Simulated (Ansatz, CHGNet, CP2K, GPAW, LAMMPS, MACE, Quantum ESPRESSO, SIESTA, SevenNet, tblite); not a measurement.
# Which run comes nearest? Glassy 77Na2O-23TiO2 (mol %) (66 atoms)

Density of this cell: 3.07 g/cm³. The cell holds 66 atoms: 34 Na, 5 Ti and 27 O. Cell: a = 9.229 Å, b = 9.229 Å, c = 9.229 Å, α = 90.0°, β = 90.0°, γ = 90.0°. 66 atoms (34 Na, 5 Ti, 27 O) placed at random at 3.15 g/cm³, melted at 4000 K for 10 ps at fixed volume with the Morse and Coulomb pair potential with partial charges (Pedone, Malavasi, Menziani, Cormack and Segre, J. Phys. Chem. B 110, 11780 (2006)). Quenched from 4000 K to 300 K at 10 K/ps and fixed volume, held 10 ps at zero pressure.

Geometry: as built.

The reference, a calculation:

* method: Kohn-Sham DFT, PBE, PAW, plane waves (Ansatz 0.2.0); cutoff 420 eV, Γ point, fermi-dirac smearing of 0.05 eV; PAW set soft_2
* r.m.s. force component: 0.6986 eV/Å
* longest force: 3.675 eV/Å
* pressure: 7.324 GPa
* gap (highest filled to lowest empty level): 2.302 eV
* SCF cycles: 11
* time: 11 s on 4 threads of Arm Neoverse V1, shared host
* CPU time: 39 s

Runs, in no order:
A. QE PBE, gbrv-1.5, 40/200 Ry: Kohn-Sham DFT, PBE, GBRV 1.5 ultrasoft pseudopotentials, plane waves
B. SevenNet l3i5 potential: machine-learned interatomic potential SevenNet l3i5, trained on PBE(+U) plane-wave data
C. SIESTA PBE, DZP, shift 0.01 Ry, mesh 150 Ry: Kohn-Sham DFT, PBE, PseudoDojo 0.4.1 norm-conserving pseudopotentials (converted to PSML), numerical atomic orbitals (DZP), diagonalisation
D. tblite GFN1-xTB: GFN1-xTB tight binding, diagonalisation
E. SIESTA PBE, SZ, shift 0.01 Ry, mesh 500 Ry: Kohn-Sham DFT, PBE, PseudoDojo 0.4.1 norm-conserving pseudopotentials (converted to PSML), numerical atomic orbitals (SZ), diagonalisation

Q: Order them from the smallest to the largest r.m.s. force difference.

A, B, C, E, D.

```
                                           run  Δ force, r.m.s. (meV/Å)  share of r.m.s. force (%)  CPU time
                A. QE PBE, gbrv-1.5, 40/200 Ry                     19.1                       2.73   3.6 min
                    B. SevenNet l3i5 potential                     72.1                       10.3      12 s
C. SIESTA PBE, DZP, shift 0.01 Ry, mesh 150 Ry                      116                       16.6      87 s
 E. SIESTA PBE, SZ, shift 0.01 Ry, mesh 500 Ry                      194                       27.8   2.2 min
                            D. tblite GFN1-xTB                     1792                        257     4.7 s
```

Periodic xTB results under one method name differ between programs and library versions. Machine-learned potentials mimic data converged in k, so the reference's own k-point error enters their differences. The network of bonds at the start is that of the classical potential that made the cell, and needn't be the one that DFT or experiment would give. The electronic-structure runs sample only Γ, in a cell whose shortest periodic width is 9 Å.

[Logs are printed without paths, hosts, clocks, repeated set-up lines and the standing remarks that a program may print on its own settings, such as how far it seeks lower states.]

[Hosts, paths, dates, database ids (printed as entryN), source tags and the programs' standing remarks are cut or masked in the printed files.]
